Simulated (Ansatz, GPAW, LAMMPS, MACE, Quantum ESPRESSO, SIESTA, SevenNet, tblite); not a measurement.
**A faulty GPAW run on liquid (Cs,Li,Na)Cl at 1300 K (98 atoms)**

Program: GPAW 26.7.0, a calculation on a cell of 15 Cs, 21 Li, 13 Na and 49 Cl, 36.3 Å³ an atom.

The input, run.py:

```python
import numpy as np
from ase.io import read
from gpaw import GPAW, FermiDirac

atoms = read("structure.xyz")
atoms.calc = GPAW(
    mode="lcao",
    basis="dzp",
    h=0.2,
    xc="PBE",
    kpts={"size": (1, 1, 1), "gamma": True},
    occupations=FermiDirac(0.05),
    maxiter=6,
    symmetry={"point_group": False},
    txt="gpaw.txt",
)
energy = atoms.get_potential_energy(force_consistent=True)
forces = atoms.get_forces()
print(f"energy {energy:.6f} eV")
print("forces (eV/A)")
for i, (a, f) in enumerate(zip(atoms, forces)):
    print(f"{i:4d} {a.symbol:2s} {f[0]:10.5f} {f[1]:10.5f} {f[2]:10.5f}")
print(f"Fermi level {atoms.calc.get_fermi_level():.4f} eV")
for k in range(len(atoms.calc.get_ibz_k_points())):
    for s in range(atoms.calc.get_number_of_spins()):
        e = atoms.calc.get_eigenvalues(kpt=k, spin=s)
        n = np.searchsorted(e, atoms.calc.get_fermi_level())
        print(f"k {k} spin {s} levels about the Fermi level:", np.round(e[max(n - 6, 0):n], 4).tolist(), "|", np.round(e[n:n + 6], 4).tolist())
```

The input, structure.xyz:

```xyz
98
Lattice="15.26530 0.00000 0.00000 0.00000 15.26530 0.00000 0.00000 0.00000 15.26530" Properties=species:S:1:pos:R:3 pbc="T T T"
Cs 3.15503 12.15377 5.50238
Cs 7.24781 4.85910 14.20512
Cs 3.03657 13.58841 13.06878
Cs 10.75105 6.61751 1.49692
Cs 0.91378 10.37170 11.02750
Cs 2.06784 14.04163 2.37772
Cs 10.45475 0.35568 9.25031
Cs 7.83995 6.30671 9.18330
Cs 13.79479 13.79403 4.33428
Cs 10.14211 11.15206 14.89038
[... 84 atom lines left out ...]
Cl 7.97612 8.18388 14.96274
Cl 8.84349 2.76989 4.70095
Cl 8.97600 2.49191 0.57535
Cl 12.37985 1.56164 2.82042
```

Launch:

```
> OMP_NUM_THREADS=1 python run.py > output.txt
```

What it wrote:

```text
gpaw.KohnShamConvergenceError
```

gpaw.txt:

```text
Input parameters:
  mode=LCAO(),
  basis={'default': 'dzp'},
  h=0.2,
  kpts=MonkhorstPack(size=(1, 1, 1), gamma=True),
  maxiter=6,
  occupations=Occupations(name='fermi-dirac', width=0.05, fixmagmom=False),
  symmetry=Symmetry(point_group=False),
  xc=XC(name='PBE')
Unit cell  # Å
| periodic |         x |         y |         z |   lengths |    angles |
|----------|-----------|-----------|-----------|-----------|-----------|
|      yes | 15.265300 |  0.000000 |  0.000000 | 15.265300 | 90.000000 |
|      yes |  0.000000 | 15.265300 |  0.000000 | 15.265300 | 90.000000 |
|      yes |  0.000000 |  0.000000 | 15.265300 | 15.265300 | 90.000000 |
Number of symmetries: 1
Symmetry operations  # r_c * U_cc + t_c -> r_c
|   | kind |            matrix            |
|---|------|------------------------------|
| 0 |  E   |  1, 0, 0,  0, 1, 0,  0, 0, 1 |
BZ-sampling:
  Number of BZ points: 1
  Number of IBZ points: 1
  Monkhorst-Pack size: [1, 1, 1]
  Monkhorst-Pack shift: [0, 0, 0]
K-points  # in reciprocal-cell coordinates
|   |                                coordinates |     weight |
[... lines left out ...]
        l=2, rc=9.8281 Bohr: 5d-dz split-valence wave
        l=1, rc=14.1406 Bohr: p-type Gaussian polarization
      Number of RI-basis functions 0
  Li:
    name:    Lithium
    Z:       3.0
    valence: 1
    core:    2
    LCAO basis set for Li:
      Name: dzp
      Number of radial functions: 3
      Number of spherical harmonics: 5
        l=0, rc=10.8906 Bohr: 2s-sz confined orbital
        l=0, rc=6.6719 Bohr: 2s-dz split-valence wave
        l=1, rc=10.8906 Bohr: p-type Gaussian polarization
      Number of RI-basis functions 0
  Na:
    name:    Sodium
    Z:       11.0
    valence: 7
    core:    4
    LCAO basis set for Na:
      Name: dzp
      Number of radial functions: 7
      Number of spherical harmonics: 17
        l=0, rc=11.4062 Bohr: 3s-sz confined orbital
        l=1, rc=3.6719 Bohr: 2p-sz confined orbital
        l=1, rc=15.9375 Bohr: 3p-sz confined orbital
        l=0, rc=6.9531 Bohr: 3s-dz split-valence wave
        l=1, rc=2.4219 Bohr: 2p-dz split-valence wave
        l=1, rc=10.0469 Bohr: 3p-dz split-valence wave
        l=1, rc=11.4062 Bohr: p-type Gaussian polarization
      Number of RI-basis functions 0
  Cl:
    name:    Chlorine
    Z:       17.0
    valence: 7
    core:    10
    LCAO basis set for Cl:
      Name: dzp
      Number of radial functions: 5
      Number of spherical harmonics: 13
        l=0, rc=5.1719 Bohr: 3s-sz confined orbital
        l=1, rc=6.2656 Bohr: 3p-sz confined orbital
        l=0, rc=2.8281 Bohr: 3s-dz split-valence wave
        l=1, rc=3.5156 Bohr: 3p-dz split-valence wave
        l=2, rc=6.2656 Bohr: d-type Gaussian polarization
      Number of RI-basis functions 0
Reference energy: -3853894.148373  # eV
eigensolver:
density mixing:
  MSR1-Mixer
occupation numbers:
  Fermi-Dirac:
    width: 0.0500  # eV
FastPoissonSolver using
    Stencil: 6*3+1=19 point O(h^6) finite-difference Laplacian
xc functional:
  name: PBE with 2 nearest neighbor stencil
interpolation: tri-quintic # 5. degree polynomial
Initialization done in: 18.553 s
convergence criteria:
- Maximum [total energy] change in last 3 cyles: 0.0005 eV / valence electron
- Maximum integral of absolute [dens]ity change: 0.0001 electrons / valence electron
- Maximum integral of absolute [eigenst]ate change: 4e-08 eV^2 / valence electron
maximum number of iterations: 6
SCF iterations
|iter     |      energy | eigst |  dens |
|---------|-------------|-------|-------|
|iter:   1| -316.342163 |      c|       |
|iter:   2| -314.594842 |      c| -1.21 |
|iter:   3| -308.153121 |      c| -1.24 |
|iter:   4| -308.421044 |      c| -1.68 |
|iter:   5| -308.462072 |      c| -2.17 |
|iter:   6| -308.462197c|      c| -3.01 |
timing:  # [seconds]
  Total: 302.393  # ━━━━━━━━━━━━━━━━━━━━━━━━━━━━━━━━━━━━━━━━━━━━━━━━━━━━━━━━━
  Init:   18.553  # ━━━╸
  SCF:   283.791  # ━━━━━━━━━━━━━━━━━━━━━━━━━━━━━━━━━━━━━━━━━━━━━━━━━━━━━╸
```

The job ended after 5.1 min (1 thread of Arm Neoverse V1, shared host; peak memory 3.2 GiB).

Banners, paths, timers and routine set-up lines are dropped from the logs unmarked, and long logs keep their key lines alone; longer cuts are marked.

Q: Name the fault.

Too few SCF iterations: iteration limit 6.

The run ended unconverged.

[Also dropped from logs without a mark: logging warnings of Python, and SIESTA's first energy breakdown and zero terms.]

[Logs are printed without paths, hosts, clocks, repeated set-up lines and the standing remarks that a program may print on its own settings, such as how far it seeks lower states.]

[Hosts, paths, dates, database ids (printed as entryN), source tags and the programs' standing remarks are cut or masked in the printed files.]
